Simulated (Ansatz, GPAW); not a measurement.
# RbGeF3 (model structure): optical spectrum from first principles, part 3 of 3

Wanted: where RbGeF3 (model structure) starts to absorb, how strongly, and its refractive index. The cell was made here by substitution or stacking, whether or not such a phase is known. It was built so: All Cs replaced by Rb and Pb replaced by Ge in the Pm-3m structure of CsPbF3. The cell is first relaxed with Ansatz.

GPAW 26.7.0; DFT, RPBE, plane-wave PAW (GPAW data sets), scalar-relativistic, RPA, optical limit.

So far. Step 3 (Ground state): There is a gap, 3.22 eV on this mesh (points off the mesh can give less), so no carriers' term is needed.

## (5) Dielectric function, RPA

Transitions between filled and empty bands, summed over the zone, give the optical response, so mesh, band count and broadening shape it.

The induced potential is part of this response.

This step: DFT, RPBE, plane-wave PAW (GPAW data sets), scalar-relativistic, RPA, optical limit (GPAW 26.7.0).

df.py reads:

```python
from gpaw.response.df import DielectricFunction

df = DielectricFunction('full.gpw', frequencies={'type': 'nonlinear', 'domega0': 0.03, 'omega2': 8},
                        ecut=80,
                        eta=0.1,
                        nbands=50,
                        txt='df.txt')
for direction in ['x']:
    df.get_dielectric_function(xc='RPA', direction=direction, filename=f'df_{direction}.csv')
```

The run is started by

```console
$ OMP_NUM_THREADS=1 python df.py
```

Numbers of over 12 decimals in the logs are rounded to 6 here.

The program printed:

```text
Using integrator: PointIntegrator
NonLinearFrequencyDescriptor(from 0.000 to 53.065 eV, 473 points)
Nonperiodic BCs:  [False False False]
Using integrator: PointIntegrator
NonLinearFrequencyDescriptor(from 0.000 to 53.065 eV, 473 points)
Nonperiodic BCs:  [False False False]

Calculating chi0 body with:
    Ground state adapter containing:
    Number of spins: 1
    Number of kpoints: 216
    Number of irreducible kpoints: 20
    Number of completely occupied states: 17
    Number of partially occupied states: 17

    Linear response parametrization:
    q_c: [0.0, 0.0, 0.0]
    Number of frequency points: 473
    Planewave cutoff: 80.0
    Number of bands: 50
    Number of planewaves: 171
    Broadening (eta): 0.1

Integrating chi0 body.

Symmetries of q_c:
    Direct symmetries (Uq -> q): 48
    Indirect symmetries (TUq -> q): 0
In total 48 allowed symmetries.

20 groups of equivalent kpoints. 90.740741% reduction.

Integral kind: spectral function

Calculating chi0 optical extensions with:
    Ground state adapter containing:
    Number of spins: 1
    Number of kpoints: 216
    Number of irreducible kpoints: 20
    Number of completely occupied states: 17
    Number of partially occupied states: 17

    Linear response parametrization:
    Number of frequency points: 473
    Planewave cutoff: 80.0
    Number of bands: 50
    Number of planewaves: 171
    Broadening (eta): 0.1
Integrating chi0 head and wings.

Symmetries of q_c:
    Direct symmetries (Uq -> q): 48
    Indirect symmetries (TUq -> q): 0
In total 48 allowed symmetries.

20 groups of equivalent kpoints. 90.740741% reduction.

Integral kind: spectral function wings
```

It took 14 s on 1 thread of Arm Neoverse V2, shared host; peak memory 0.86 GiB.

Numbers from this step:

```
electronic dielectric constant ε∞, mean over x, y and z (by symmetry where fewer were run) : 3.127
```

The Im ε, E ∥ x has structure finer than the step of the table below, so its rows give means over 0.5 eV, whole bins alone (the curve runs from 0 to 15.0 eV). Peaks (eV: height): 3.64: 2.20, 4.16: 3.68, 4.84: 2.95, 5.32: 2.72, 6.18: 2.27, 7.21: 2.40, 8.39: 2.35.

Sum at mesh points, not converged in k; values under the direct gap are tails of Lorentzian lines. Im ε, E ∥ x against photon energy; means over each step:

photon energy (eV), Im ε, E ∥ x and a bar:
```
      0.5       0.01 
      1.0       0.02 
      1.5       0.05 
      2.0       0.25 ###
      2.5       0.52 ######
      3.0       1.17 #############
      3.5       1.73 ####################
      4.0       2.34 ###########################
      4.5       2.20 #########################
      5.0       2.59 ##############################
      5.5       1.93 ######################
      6.0       1.69 ####################
      6.5       1.32 ###############
      7.0       1.81 #####################
      7.5       1.67 ###################
      8.0       1.40 ################
      8.5       1.80 #####################
      9.0       0.83 ##########
      9.5       0.60 #######
     10.0       0.68 ########
     10.5       0.80 #########
     11.0       0.77 #########
     11.5       1.04 ############
     12.0       1.44 #################
     12.5       1.14 #############
     13.0       0.89 ##########
     13.5       0.86 ##########
     14.0       1.19 ##############
     14.5       1.00 ############
```

The reflectivity at normal incidence, E ∥ x has structure finer than the step of the table below, so its rows give means over 0.5 eV, whole bins alone (the curve runs from 0 to 15.0 eV). Peaks (eV: height): 2.82: 14.8, 3.38: 14.7, 4.16: 18.8, 4.84: 15.4, 5.32: 15.1, 7.27: 13.3, 8.45: 15.5.

Sum at mesh points, not converged in k. Table of reflectivity at normal incidence, E ∥ x by photon energy; means over each step:

photon energy (eV), reflectivity at normal incidence, E ∥ x (%) and a bar from the least value:
```
      0.5        7.8 #############
      1.0        8.1 ##############
      1.5        8.7 ################
      2.0       10.3 ###################
      2.5       10.8 #####################
      3.0       11.3 ######################
      3.5       13.2 ##########################
      4.0       14.8 ##############################
      4.5       12.0 #######################
      5.0       13.7 ############################
      5.5       10.7 ####################
      6.0        8.9 ################
      6.5        6.6 ###########
      7.0        9.4 #################
      7.5        9.7 ##################
      8.0        6.8 ###########
      8.5       12.8 #########################
      9.0        5.5 ########
      9.5        2.1 
     10.0        2.6 #
     10.5        3.1 ##
     11.0        3.2 ###
     11.5        4.8 ######
     12.0        7.3 ############
     12.5        5.7 #########
     13.0        4.0 ####
     13.5        3.4 ###
     14.0        5.8 #########
     14.5        5.1 #######
```

The Im ε, E ∥ x has structure finer than the step of the table below, so its rows give means over 0.5 eV, whole bins alone (the curve runs from 0 to 15.0 eV). Peaks (eV: height): without local fields 2.86: 2.73, 3.64: 2.88, 4.16: 4.59, 4.79: 3.57, 6.18: 2.07, 7.21: 2.50, 8.39: 2.28; with local fields 3.64: 2.20, 4.16: 3.68, 4.84: 2.95, 5.32: 2.72, 6.18: 2.27, 7.21: 2.40, 8.39: 2.35.

Sum at mesh points, not converged in k; values under the direct gap are tails of Lorentzian lines. The Im ε, E ∥ x by photon energy; means over each step:

| photon energy (eV) | without local fields | with local fields |
| --- | --- | --- |
| 0.5 | 0.0113 | 0.00921 |
| 1.0 | 0.0266 | 0.0215 |
| 1.5 | 0.0575 | 0.0461 |
| 2.0 | 0.320 | 0.254 |
| 2.5 | 0.669 | 0.518 |
| 3.0 | 1.50 | 1.17 |
| 3.5 | 2.34 | 1.73 |
| 4.0 | 3.09 | 2.34 |
| 4.5 | 2.60 | 2.20 |
| 5.0 | 2.89 | 2.59 |
| 5.5 | 1.69 | 1.93 |
| 6.0 | 1.61 | 1.69 |
| 6.5 | 1.21 | 1.32 |
| 7.0 | 1.90 | 1.81 |
| 7.5 | 1.69 | 1.67 |
| 8.0 | 1.47 | 1.40 |
| 8.5 | 1.73 | 1.80 |
| 9.0 | 0.807 | 0.829 |
| 9.5 | 0.620 | 0.602 |
| 10.0 | 0.775 | 0.684 |
| 10.5 | 0.962 | 0.799 |
| 11.0 | 0.960 | 0.767 |
| 11.5 | 1.40 | 1.04 |
| 12.0 | 1.76 | 1.44 |
| 12.5 | 1.39 | 1.14 |
| 13.0 | 1.24 | 0.894 |
| 13.5 | 1.17 | 0.860 |
| 14.0 | 0.917 | 1.19 |
| 14.5 | 0.632 | 1.00 |

Sum at mesh points, not converged in k; values under the direct gap are tails of Lorentzian lines. Loss function −Im 1/ε at q → 0, E ∥ x against energy loss; read off at these points:

| energy loss (eV) | loss function −Im 1/ε at q → 0, E ∥ x |
| --- | --- |
| 0.000 | 0 |
| 0.250 | 4.5e-4 |
| 0.500 | 9.2e-4 |
| 0.750 | 0.00143 |
| 1.000 | 0.00203 |
| 1.250 | 0.00279 |
| 1.500 | 0.00386 |
| 1.750 | 0.00575 |
| 2.000 | 0.0114 |
| 2.250 | 0.0533 |
| 2.500 | 0.0229 |
| 2.750 | 0.0448 |
| 3.000 | 0.105 |
| 3.250 | 0.0438 |
| 3.500 | 0.107 |
| 3.750 | 0.126 |
| 4.000 | 0.100 |
| 4.250 | 0.223 |
| 4.500 | 0.251 |
| 4.750 | 0.149 |
| 5.000 | 0.228 |
| 5.250 | 0.253 |
| 5.500 | 0.364 |
| 5.750 | 0.325 |
| 6.000 | 0.238 |
| 6.250 | 0.379 |
| 6.500 | 0.361 |
| 6.750 | 0.225 |
| 7.000 | 0.245 |
| 7.250 | 0.315 |
| 7.500 | 0.457 |
| 7.670 | 0.506 |
| 7.750 | 0.434 |
| 8.000 | 0.283 |
| 8.250 | 0.309 |
| 8.500 | 0.509 |
| 8.750 | 0.725 |
| 8.959 | 0.847 |
| 9.000 | 0.792 |
| 9.250 | 0.474 |
| 9.416 | 0.549 |
| 9.500 | 0.465 |
| 9.750 | 0.264 |
| 10.000 | 0.270 |
| 10.250 | 0.301 |
| 10.500 | 0.318 |
| 10.750 | 0.294 |
| 11.000 | 0.234 |
| 11.250 | 0.245 |
| 11.500 | 0.268 |
| 11.750 | 0.276 |
| 12.000 | 0.358 |
| 12.250 | 0.476 |
| 12.500 | 0.483 |
| 12.750 | 0.491 |
| 13.000 | 0.528 |
| 13.250 | 0.393 |
| 13.500 | 0.329 |
| 13.750 | 0.360 |
| 14.000 | 0.387 |
| 14.250 | 0.537 |
| 14.500 | 0.570 |
| 14.586 | 0.579 |
| 14.750 | 0.531 |

Optical constants at common wavelengths, from n + ik = √ε:

| wavelength (nm) | n | k | R (%) | 1/α |
| --- | --- | --- | --- | --- |
| 800 | 1.84 | 0.013 | 8.8 | 4.9 µm |
| 633 | 1.92 | 0.035 | 10.0 | 1.5 µm |
| 532 | 1.87 | 0.173 | 9.5 | 245 nm |
| 365 | 2.11 | 0.445 | 14.6 | 65 nm |
| 308 | 2.11 | 0.547 | 15.4 | 45 nm |
| 248 | 1.67 | 0.811 | 14.2 | 24 nm |
| 193 | 1.25 | 0.539 | 6.6 | 28 nm |

Below the direct gap, k and the depth come from the tails of the Lorentzian lines, not from transitions.

Rows near the edge hang on the gap, which this functional as a rule makes too small, and phonon-assisted absorption is left out.

## (6) Outcome

- electronic dielectric constant ε∞, mean over x, y and z (by symmetry where fewer were run) (RPA): 3.13

At this level (RPBE, RPA) RbGeF3 has ε∞ = 3.13 and n = 1.78 at 1550 nm. The cell grew by 13.0 % in volume. On the mesh the gap is 2.26 eV and the least direct gap 2.26 eV. Local fields change the static value along x from 3.45 to 3.13 (-9 %). Excitons and phonon-assisted transitions are missing; RPBE gaps are as a rule too small, which pulls the onset down and ε∞ up. The cell grew by 13 % in the relaxation, which can come from the guessed start or, where layers or molecules are weakly bound, from the missing dispersion term; a larger cell lowers ε. In this version of GPAW the matrix elements of the optical limit are incomplete, which can lower ε − 1 by up to a tenth where first-row anions or d states rule, and shift it by more in d metals. The sum runs over mesh points 0.23 Å⁻¹ apart with no interpolation, so peaks are partly noise of the mesh and static values carry its error.

[Machine, clock and banner lines and Python warnings are left out of the logs.]

[Logs are printed without paths, hosts, clocks, repeated set-up lines and the standing remarks that a program may print on its own settings, such as how far it seeks lower states.]

[Hosts, paths, dates, database ids (printed as entryN), source tags and the programs' standing remarks are cut or masked in the printed files.]
